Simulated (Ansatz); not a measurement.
# Lattice dynamics of ScIr (Pm-3m), part 2 of 2

Wanted: phonon frequencies of ScIr (Pm-3m) and what follows from them.

Ansatz 0.2.0; DFT PBEsol, scalar-relativistic, plane waves, PAW; PAW set soft_1.

So far. Step 3 (Tight relaxation): The forces vanish by symmetry and the pressure is 0.000 GPa, within the tolerances set. The cell now holds 16.21 Å³/atom. The relaxed cell has a = 3.189 Å (conventional setting).

## Step 4: Modes at Γ

The zone centre comes first: it holds the modes that light can see, as far as symmetry allows. No field response is asked, since the mesh shows no gap.

File input.yaml:

```yaml
crystal:
  lattice:
    - [3.1888794519, 0.0, 0.0]
    - [0.0, 3.1888794519, 0.0]
    - [0.0, 0.0, 3.1888794519]
  atoms:
    - { symbol: Sc, position: [0.5, 0.5, 0.5] }
    - { symbol: Ir, position: [0.0, 0.0, 0.0] }
kpoints:
  mp_grid: { grid: [16, 16, 16] }
hamiltonian:
  xc: pbesol
  pseudopotentials: { kind: paw, azcp: { folder: soft_1 }, xc_functional: pbe }
scf:
  occupations: { method: methfessel_paxton, width: 0.2 }
output:
  eigenvalues: true
phonons:
  method: dfpt
```

The run is started by

```console
> ansatz run input.yaml --threads 4 --pin off --max-ram 10240MiB --backend cpu --events-out ev --progress --plain --runs-dir out
```

Numbers of over 12 decimals in the logs are rounded to 6 here.

Log:

```text
[...]
Crystal: 2 atoms, lattice volume = 32.428 Å³
Basis set: ecut = 420 eV, 619 PW (Γ), exchange–correlation on 48×48×48 points (8 copies of the dense FFT grid, shifted against one another)
Bands: 18, of which v1, the nominal top of the filled ones, is band 14 counted from 1 (13 counted from 0)
Symmetry: 48 space group operations
k-points: 405 of 4096 (irreducible under 8 space group operations, time reversal used)
[...]
SCF iter   1: F=—  HF=-13914.940341 eV  |F-HF|=—  |Δ(HF+E_count)|=         —  Δρ=1.26e-1  dr2=7.95e0  ethr=3.10e-3  ⟨swp⟩=3.9  Hψ=28052  notcnv=0
[...]
SCF iter   2: F=—  HF=-13914.300550 eV  |F-HF|=—  |Δ(HF+E_count)|=   6.40e-1  S|Δr|=    0.00e0  Δρ=8.16e-2  dr2=3.64e0  ethr=3.10e-3  ⟨swp⟩=4.2  Hψ=45822  notcnv=0
automatic band count: the SCF goes on with 22 bands, as 18 were too few: they end inside the smearing window of the response
SCF iter   3: F=—  HF=-13913.836008 eV  |F-HF|=—  |Δ(HF+E_count)|=   4.65e-1  S|Δr|=    0.00e0  Δρ=1.18e-2  dr2=6.19e-2  ethr=3.10e-3  ⟨swp⟩=2.0  Hψ=14682  notcnv=0  defer=768
[...]
SCF iter   9: F=-13913.826980 eV  HF=-13913.826980 eV  |F-HF|=1.82e-12  |Δ(HF+E_count)|=  2.18e-11  S|Δr|=    0.00e0  Δρ=1.17e-7  dr2=3.71e-12  ethr=1.00e-12  ⟨swp⟩=9.2  Hψ=38615  notcnv=0
SCF 1 converged in 9 iterations: F = -13913.826980 eV  dr2 = 3.71e-12
[...]
DFPT response loops at Γ: preconditioner auto → Kerker (q_TF=auto, 2.662 Å⁻¹) (partly filled bands, converged f_vac=0.000); β = 1.00, the filter's whole step (`scf.mixing.beta` (0.50) is not read by the response loops under this deck's `scf.mixing.preconditioner`; to damp them name `kerker` or `kerker_dos`, under which they read `scf.mixing.beta`, and type it under 1.00, their step now; both keys bind the ground state too); Broyden in place of MSR1
SCF converged after 9 iterations
[...]
Free energy (F): -13913.826980 eV
[...]
Internal energy: -13913.826108 eV  (E = F + TS)
E sigma→0 (E₀):  -13913.826762 eV
Entropy (-TS):   -0.000872 eV (-0.436 meV/atom)
Fermi energy:    18.251938 eV
[...]
--- Band table (eV; the first three rows and the last of 405) ---
  k-point 0: bands = [... 10 lower, 13.1461, 16.3426, 16.3426, 16.3426, 20.5129, 20.5129, 22.6748, 22.6748, ... 4 higher]
  k-point 1: bands = [... 10 lower, 13.2026, 16.3236, 16.3236, 16.3621, 20.4362, 20.5356, 22.4683, 22.4683, ... 4 higher]
  k-point 2: bands = [... 10 lower, 13.3668, 16.2704, 16.2704, 16.4189, 20.2170, 20.5896, 21.9905, 21.9905, ... 4 higher]
  k-point 404: bands = [... 10 lower, 14.5065, 17.0948, 17.0948, 17.0948, 18.0317, 18.0317, 22.7353, 22.7400, ... 4 higher]
--- Phonons (Γ-DFPT): 2 representative perturbations + reference, on 405 of 4096 k-points (Σ response iterations 6) ---
  k mesh reduced under 8 symmetry operations, with k and −k counted as one. Each operation leaves every solved perturbation unchanged. A smaller set is not used because it would not reduce the number of displacements times k-points to solve
  ASR residual: 2.548e-4 → 0.000e0 eV/Å²; symmetrization residual: 3.526e-6 eV/Å²
  ASR residual per site (eV/Å²): 9.50e-6 2.55e-4
  Γ frequencies (cm⁻¹): 0.00 0.00 0.00 212.75 212.75 212.75
  non-analytic LO–TO correction: not included (Born effective charges unavailable; polar crystals: no LO–TO splitting at Γ)
```

Wall time 16 s (4 threads of Intel Xeon Platinum 8488C (Sapphire Rapids), shared host); peak memory 1.1 GiB.

Numbers from this step:

* sum-rule residual before enforcement: 2.55e-4 eV/Å²
* point group: m-3m
* highest optical mode at the zone centre (no LO-TO term): 212.8 cm⁻¹
* lowest optical zone-centre mode: 212.8 cm⁻¹

Patterns of degenerate modes are one choice out of their space. Modes at Γ, with each element's share of the kinetic energy:

| mode | frequency (cm⁻¹) | symmetry | Sc % | Ir % |
| --- | --- | --- | --- | --- |
| 1 | 0.0 | acoustic | 19 | 81 |
| 2 | 0.0 | acoustic | 19 | 81 |
| 3 | 0.0 | acoustic | 19 | 81 |
| 4 | 212.8 | T1u | 81 | 19 |
| 5 | 212.8 | T1u | 81 | 19 |
| 6 | 212.8 | T1u | 81 | 19 |

Displacements in mode 6 (212.8 cm⁻¹), the largest set to 1:
```
Sc1  0.00  1.00  0.00
Ir2  0.00 -0.23  0.00
```

Before it was imposed, the acoustic sum rule was missed by 2.5e-4 eV/Å². Small misses are needed for a sound result but don't prove that mesh and cutoff are converged. The lowest optical mode is real, 213 cm⁻¹.

## Step 5: Response at finite wavevector

Stability and thermal properties need the whole zone. Linear response on a 4×4×4 q mesh gives force constants as far as a supercell of that size would.

Changes to input.yaml since step 4:

```diff
@@ -19 +19,8 @@
   method: dfpt
+  qmesh: [4, 4, 4]
+  temperatures: { t_max: 1000, t_step: 50 }
+  qpath:
+    path:
+      - [[0.0, 0.0, 0.0], [0.0, 0.5, 0.0], [0.5, 0.5, 0.0], [0.0, 0.0, 0.0], [0.5, 0.5, 0.5], [0.0, 0.5, 0.0]]
+      - [[0.5, 0.5, 0.5], [0.5, 0.5, 0.0]]
+    npoints: 10
```

Log:

```text
[...]
Crystal: 2 atoms, lattice volume = 32.428 Å³
Basis set: ecut = 420 eV, 619 PW (Γ), exchange–correlation on 48×48×48 points (8 copies of the dense FFT grid, shifted against one another)
Bands: 18, of which v1, the nominal top of the filled ones, is band 14 counted from 1 (13 counted from 0)
Symmetry: 48 space group operations
k-points: 165 of 4096
[...]
SCF iter   1: F=—  HF=-13914.940338 eV  |F-HF|=—  |Δ(HF+E_count)|=         —  Δρ=1.26e-1  dr2=7.95e0  ethr=3.10e-3  ⟨swp⟩=3.9  Hψ=11429  notcnv=0
[...]
SCF iter   9: F=-13913.826980 eV  HF=-13913.826980 eV  |F-HF|=0.00e0  |Δ(HF+E_count)|=  2.18e-11  S|Δr|=    0.00e0  Δρ=1.16e-7  dr2=3.65e-12  ethr=1.00e-12  ⟨swp⟩=9.2  Hψ=15726  notcnv=0
SCF 1 converged in 9 iterations: F = -13913.826980 eV  dr2 = 3.65e-12
[...]
SCF iter   4: F=-13913.826980 eV  HF=-13913.826980 eV  |F-HF|=7.28e-12  |Δ(HF+E_count)|=  1.82e-12  S|Δr|=    0.00e0  Δρ=7.11e-8  dr2=2.44e-12  ethr=1.00e-12  ⟨swp⟩=2.0  Hψ=4530  notcnv=0
SCF 2 converged in 4 iterations: F = -13913.826980 eV  dr2 = 2.44e-12
phonons: the bands overlap, so this run is a metal and interpolates without the dipole-dipole term. If the crystal is really an insulator or semiconductor, its LO-TO splitting is missing
NSCF: frozen V_eff on 165 k-points
[...]
DFPT response loops at q = (0, 0, 0) (fractional): preconditioner auto → Kerker (q_TF=auto, 2.662 Å⁻¹) (partly filled bands, converged f_vac=0.000); β = 1.00, the filter's whole step (`scf.mixing.beta` (0.50) is not read by the response loops under this deck's `scf.mixing.preconditioner`; to damp them name `kerker` or `kerker_dos`, under which they read `scf.mixing.beta`, and type it under 1.00, their step now; both keys bind the ground state too); Broyden in place of MSR1
[...]
SCF converged after 9 iterations
[...]
Free energy (F): -13913.826980 eV
[...]
Internal energy: -13913.826108 eV  (E = F + TS)
E sigma→0 (E₀):  -13913.826762 eV
Entropy (-TS):   -0.000872 eV (-0.436 meV/atom)
Fermi energy:    18.251938 eV
[...]
--- Band table (eV; the first three rows and the last of 165) ---
  k-point 0: bands = [... 10 lower, 13.1461, 16.3426, 16.3426, 16.3426, 20.5129, 20.5129, 22.6748, 22.6748, ... 4 higher]
  k-point 1: bands = [... 10 lower, 13.2026, 16.3236, 16.3236, 16.3621, 20.4362, 20.5356, 22.4683, 22.4683, ... 4 higher]
  k-point 2: bands = [... 10 lower, 13.3668, 16.2704, 16.2704, 16.4189, 20.2170, 20.5896, 21.9905, 21.9905, ... 4 higher]
  k-point 164: bands = [... 10 lower, 14.5065, 17.0948, 17.0948, 17.0948, 18.0317, 18.0317, 22.7353, 22.7400, ... 4 higher]
--- Phonons (Γ-DFPT): 2 representative perturbations + reference (Σ response iterations 7) ---
  ASR residual: 1.748e-4 → 0.000e0 eV/Å²; symmetrization residual: 4.646e-6 eV/Å²
  ASR residual per site (eV/Å²): 2.19e-5 1.75e-4
  Γ frequencies (cm⁻¹): 0.00 0.00 0.00 212.75 212.75 212.75
--- Phonons (arbitrary-q DFPT): 10 irreducible q on the 4×4×4 mesh ---
  q = [0.0000, 0.0000, 0.0000] (star 1, of the zone-centre solve; hermiticity 1.53e-6, symmetrization 2.81e-12): -0.00 0.00 0.00 212.75 212.75 212.75
  q = [0.0000, 0.0000, 0.2500] (star 6, 4 solved perturbations in 4032 linear systems a pass and spin channel, the states on 1296 of 4096 k-point pairs; hermiticity 2.90e-7, symmetrization 3.52e-13): 70.25 70.25 97.51 203.82 203.82 294.34
[...]
q = [0.0000, 0.2500, -0.5000] (star 12, 6 solved perturbations on 1296 of 4096 k-point pairs; hermiticity 1.01e-6, symmetrization 1.63e-14): 111.33 116.01 119.37 189.34 246.41 314.85
[...]
sum rule: each row above includes the acoustic sum rule's correction from the zone centre's row sums; it moved no ω² by more than (0.50 cm⁻¹)²
  mesh force constants: q→R imaginary residual 2.01e-18; ASR residual 1.748e-4 → 0.000e0 eV/Å²; symmetrization residual 5.329e-15 eV/Å²
  interpolated dispersion: 62 rows × 6 modes
  density of states and harmonic sums: on the 20×20×20 q-mesh, interpolated from the force constants of a 4×4×4 supercell (no non-analytic term)
  largest difference from the sums on the solved wave vectors: F 1.29e-2 eV, S 1.69e-5 and C_V 4.01e-6 eV/K
  zero-point energy: 0.067276 eV/cell   skipped modes (ω ≤ 0): 3   left out of the sums: 6.25e-5 of the cell's modes: C_V's classical limit lies that fraction below 3 k_B per atom; for a crystal, a wire or a layer, F and S can be off by more, and a phonons.interpolated_qmesh denser along its periods is the remedy for the sampling
```

Wall time 8.4 min (4 threads); peak memory 3.7 GiB.

This step gave:

```yaml
sum_rule_residual_before_enforcement: 1.75e-4 eV/Å²
lowest_frequency_on_the_path: 0 cm⁻¹
highest_frequency_on_the_path_or_at_a_solved_wavevector: 339.6 cm⁻¹
mean_frequency: 180.9 cm⁻¹
debye_temperature_second_moment: 367 K
logarithmic_mean_frequency: 162.8 cm⁻¹
lowest_mode_on_the_q_mesh_acoustic_modes_at_gamma_apart: 70.25 cm⁻¹
zero_point_energy_per_atom: 33.64 meV
heat_capacity_at_300_k: 23.21 J/(mol atoms K)
vibrational_entropy_at_300_k: 32.02 J/(mol atoms K)
edges_of_the_widest_gap_between_branches_on_path_and_mesh: 136.1, 185.6 cm⁻¹
```

Frequencies (cm⁻¹) solved at each irreducible wavevector; negative means imaginary. Frequencies by wavevector, by row:

| q in reciprocal lattice units | star | mode 1 | mode 2 | mode 3 | mode 4 | mode 5 | mode 6 |
| --- | --- | --- | --- | --- | --- | --- | --- |
| 0 0 0 | 1 | 0 | 0 | 0 | 212.8 | 212.8 | 212.8 |
| 0 0 0.25 | 6 | 70.2 | 70.2 | 97.5 | 203.8 | 203.8 | 294.3 |
| 0 0 -0.5 | 3 | 115.9 | 115.9 | 133.2 | 185.6 | 185.6 | 339.6 |
| 0 0.25 0.25 | 12 | 75.3 | 94 | 123.1 | 198.2 | 254.2 | 280.2 |
| 0 0.25 -0.5 | 12 | 111.3 | 116 | 119.4 | 189.3 | 246.4 | 314.9 |
| 0 -0.5 -0.5 | 3 | 110.7 | 110.7 | 120.7 | 195.2 | 288.4 | 288.4 |
| 0.25 0.25 0.25 | 8 | 99.2 | 99.2 | 125.6 | 249.3 | 249.3 | 272.6 |
| 0.25 0.25 -0.5 | 12 | 114.7 | 117.7 | 124.5 | 242.9 | 250.7 | 300.8 |
| 0.25 -0.5 -0.5 | 6 | 122.9 | 122.9 | 127.3 | 250.7 | 288.4 | 288.4 |
| -0.5 -0.5 -0.5 | 1 | 136.1 | 136.1 | 136.1 | 290.2 | 290.2 | 290.2 |

Interpolated from a 4×4×4 q mesh. Phonon branches along the path, in cm⁻¹:

| point | branch 1 | branch 2 | branch 3 | branch 4 | branch 5 | branch 6 |
| --- | --- | --- | --- | --- | --- | --- |
| Γ | 0 | 0 | 0 | 213 | 213 | 213 |
| halfway | 70 | 70 | 98 | 204 | 204 | 294 |
| X | 116 | 116 | 133 | 186 | 186 | 340 |
| halfway | 111 | 116 | 119 | 189 | 246 | 315 |
| M | 111 | 111 | 121 | 195 | 288 | 288 |
| halfway | 75 | 94 | 123 | 198 | 254 | 280 |
| Γ | 0 | 0 | 0 | 213 | 213 | 213 |
| halfway | 99 | 99 | 126 | 249 | 249 | 273 |
| R | 136 | 136 | 136 | 290 | 290 | 290 |
| halfway | 115 | 118 | 124 | 243 | 251 | 301 |
| X | 116 | 116 | 133 | 186 | 186 | 340 |
| jump to R | 136 | 136 | 136 | 290 | 290 | 290 |
| halfway | 123 | 123 | 127 | 251 | 288 | 288 |
| M | 111 | 111 | 121 | 195 | 288 | 288 |

The phonon branches as a text plot (rows in cm⁻¹):

```
    333 |      ****                                    ***
    318 |    **    *                                  *
    304 |           **                              **
    290 |   *         *******               ********      *******
    276 |            **  **  **         *****    **        *
    262 |           *      **          * **        *        *
    248 |  *                 ***     ** *           *        *
    233 | *        *           **   ****             *
    219 |*        *             *****                **       *
    205 | ****               *****                    **       **
    191 |     ***************                          ***
    177 |
    163 |
    149 |
    134 |      ***                          ********    *****
    120 |     ****************         *****      ********  *****
    106 |    *     ******* ** *      ** ***          **        **
     92 |   * *           **** *
     78 |    *               **     *  *
     64 |  **                 ***    **
     50 | *                    *    *
     35 |  *                    ** *
     21 |**                      * *
      7 |*                        *
         Γ      X      M          Γ            R        X|R     M
```

Tetrahedra on a 20×20×20 mesh, mean over bins of 5 cm-1. Interpolated from a 4×4×4 q mesh. Table of phonon density of states by wavenumber; read off at these points:

| wavenumber (cm⁻¹) | phonon density of states (1/cm⁻¹/cell) |
| --- | --- |
| 2 | 1.0e-5 |
| 12 | 1.2e-4 |
| 22 | 6.2e-4 |
| 32 | 0.00148 |
| 38 | 0.00201 |
| 48 | 0.00356 |
| 58 | 0.0057 |
| 68 | 0.00861 |
| 78 | 0.0125 |
| 88 | 0.0182 |
| 92 | 0.0223 |
| 102 | 0.0354 |
| 112 | 0.0688 |
| 122 | 0.135 |
| 132 | 0.0137 |
| 142 | 0 |
| 148 | 0 |
| 158 | 0 |
| 168 | 0 |
| 178 | 0 |
| 188 | 0.00575 |
| 198 | 0.0292 |
| 202 | 0.0282 |
| 212 | 0.0278 |
| 222 | 0.0208 |
| 232 | 0.0197 |
| 242 | 0.0185 |
| 252 | 0.0190 |
| 258 | 0.0176 |
| 268 | 0.0192 |
| 278 | 0.0225 |
| 288 | 0.0509 |
| 298 | 0.0205 |
| 308 | 0.0125 |
| 312 | 0.0104 |
| 322 | 0.00713 |
| 332 | 0.00412 |
| 342 | 0 |

The partial phonon density of states has structure finer than the step of the table below, so its rows give means over 10 cm⁻¹, whole bins alone (the curve runs from -10 to 359 cm⁻¹). Peaks (cm⁻¹: height): Ir 122.4: 0.117; Sc 196.7: 0.0291, 208.3: 0.0329, 226.8: 0.0293, 243.1: 0.0258, 261.7: 0.0323, 273.3: 0.0285, 289.5: 0.0454.

Phonopy on the run's constants, 17x17x17 mesh, Gaussian sigma 2.6 cm-1. Interpolated from a 4×4×4 q mesh. Partial phonon density of states against wavenumber; means over each step; values in 1/cm⁻¹/cell:

| wavenumber (cm⁻¹) | Ir | Sc |
| --- | --- | --- |
| 0 | 4.3e-5 | 1.1e-5 |
| 10 | 6.8e-5 | 1.5e-5 |
| 20 | 5.1e-4 | 1.1e-4 |
| 30 | 9.8e-4 | 2.1e-4 |
| 40 | 0.00204 | 4.0e-4 |
| 50 | 0.00373 | 6.7e-4 |
| 60 | 0.00528 | 8.3e-4 |
| 70 | 0.00825 | 0.00117 |
| 80 | 0.0130 | 0.00154 |
| 90 | 0.0187 | 0.00178 |
| 100 | 0.0298 | 0.00208 |
| 110 | 0.0580 | 0.00238 |
| 120 | 0.103 | 0.00214 |
| 130 | 0.0413 | 4.8e-4 |
| 140 | 0.00180 | 5.1e-6 |
| 150 | 6.0e-7 | 0 |
| 160 | 0 | 0 |
| 170 | 0 | 0 |
| 180 | 6.9e-6 | 6.3e-4 |
| 190 | 4.9e-4 | 0.0157 |
| 200 | 0.00162 | 0.0245 |
| 210 | 0.00246 | 0.0274 |
| 220 | 0.00161 | 0.0176 |
| 230 | 0.00132 | 0.0190 |
| 240 | 0.00119 | 0.0181 |
| 250 | 8.7e-4 | 0.0147 |
| 260 | 0.00108 | 0.0223 |
| 270 | 6.4e-4 | 0.0167 |
| 280 | 7.8e-4 | 0.0268 |
| 290 | 9.5e-4 | 0.0390 |
| 300 | 4.1e-4 | 0.0183 |
| 310 | 2.0e-4 | 0.0114 |
| 320 | 1.0e-4 | 0.00795 |
| 330 | 3.7e-5 | 0.00493 |
| 340 | 2.6e-6 | 0.00124 |
| 350 | 0 | 5.0e-6 |

Second derivatives of the energy by pair, one row for each kind of neighbour of each atom listed. Each entry sums the pair over the periodic images of the supercell that the q mesh stands for, and in a polar crystal it holds the long-range dipole part too. Force constants by pair, by row:

| atom | neighbour | distance (Å) | third of the trace (eV/Å²) | along the pair's line (eV/Å²) |
| --- | --- | --- | --- | --- |
| Sc1 | itself | 0 | 10.5 | – |
| Sc1 | Ir | 2.762 | -0.8617 | -2.172 |
| Sc1 | Sc | 3.189 | -0.4975 | -2.207 |
| Sc1 | Sc | 4.51 | -0.0185 | -0.3781 |
| Sc1 | Ir | 5.288 | 0.0167 | 0.0841 |
| Sc1 | Sc | 5.523 | -0.0906 | -0.2791 |
| Sc1 | Sc | 6.378 | -0.0305 | -0.134 |
| Sc1 | Ir | 6.95 | 0.0116 | 0.0426 |
| Sc1 | Sc | 7.131 | -0.0132 | -0.027 |
| Ir2 | itself | 0 | 10.16 | – |
| Ir2 | Sc | 2.762 | -0.8617 | -2.172 |
| Ir2 | Ir | 3.189 | -0.4643 | -0.8113 |
| Ir2 | Ir | 4.51 | -0.0762 | -0.2925 |
| Ir2 | Sc | 5.288 | 0.0167 | 0.0841 |
| Ir2 | Ir | 5.523 | -0.0852 | -0.3056 |
| Ir2 | Ir | 6.378 | 0.1045 | 0.1403 |
| Ir2 | Sc | 6.95 | 0.0116 | 0.0426 |
| Ir2 | Ir | 7.131 | -0.0033 | -0.0286 |

Harmonic thermodynamic functions per atom, from the density of states. Interpolated from a 4×4×4 q mesh. Thermodynamic functions, by row:

| T (K) | F_vib (meV/atom) | S (J/mol-atom/K) | C_V (J/mol-atom/K) |
| --- | --- | --- | --- |
| 0 | 33.64 | 0 | 0 |
| 50 | 33.25 | 2.814 | 6.525 |
| 100 | 29.92 | 10.16 | 14.86 |
| 200 | 12.39 | 22.95 | 21.34 |
| 300 | -16.35 | 32.02 | 23.21 |
| 400 | -53.2 | 38.81 | 23.93 |
| 500 | -96.31 | 44.19 | 24.29 |
| 600 | -144.5 | 48.64 | 24.48 |
| 700 | -196.9 | 52.42 | 24.6 |
| 800 | -253 | 55.71 | 24.68 |
| 900 | -312.3 | 58.62 | 24.74 |
| 1000 | -374.4 | 61.23 | 24.77 |

Harmonic mean-square displacement, third of the trace. Interpolated from a 4×4×4 q mesh. Mean square displacements, by row:

| T (K) | Sc1 U_eq (Å²) | Ir2 U_eq (Å²) |
| --- | --- | --- |
| 0 | 0.00166 | 8.30e-4 |
| 100 | 0.00203 | 0.00143 |
| 300 | 0.00413 | 0.00377 |
| 600 | 0.00782 | 0.00744 |

Symmetry leaves 10 wavevectors to solve. The lowest mode among them, the acoustic zeros apart, lies at q = (0, 0, 0.25) and is real, 70.2 cm⁻¹.

## Step 6: Summary of results

```json
{
 "space group after relaxation (within 0.01 Å)": "Pm-3m",
 "volume per atom": "16.2 Å³",
 "electronic character": "no gap on this mesh",
 "highest optical mode at the zone centre (no LO-TO term)": "213 cm⁻¹",
 "lowest optical zone-centre mode": "213 cm⁻¹",
 "lowest mode on the q mesh (acoustic modes at Γ apart)": "70.2 cm⁻¹",
 "highest frequency on the path or at a solved wavevector": "340 cm⁻¹",
 "zero-point energy per atom": "33.6 meV",
 "heat capacity at 300 K": "23.2 J/(mol atoms K)",
 "vibrational entropy at 300 K": "32.0 J/(mol atoms K)",
 "Debye temperature (second moment)": "367 K",
 "imaginary modes on the 4×4×4 q mesh": "none"
}
```

What this shows: The structure is a minimum as far as tested: no mode is imaginary at the 10 irreducible wavevectors of the 4×4×4 mesh, and the softest away from the acoustic zeros lies at 70 cm⁻¹. The optical modes at Γ form one degenerate level at 213 cm⁻¹. The highest mode in this list at Γ, 212.8 cm⁻¹, is mostly motion of Sc (81 % of the kinetic energy). On the path and the mesh, the widest gap between branches runs from 136 to 186 cm⁻¹. With no gap, or one that is small against the smearing, the frequencies hang on the k mesh and the smearing, most of all near Kohn anomalies. Spin-orbit coupling is left out, which can matter for the heavy elements here. The PAW files were made for PBE and serve the other functionals too. These are harmonic frequencies at zero temperature: anharmonic shifts, linewidths and thermal expansion are left out.

[Logs are printed without paths, hosts, clocks, repeated set-up lines and the standing remarks that a program may print on its own settings, such as how far it seeks lower states.]

[Hosts, paths, dates, database ids (printed as entryN), source tags and the programs' standing remarks are cut or masked in the printed files.]
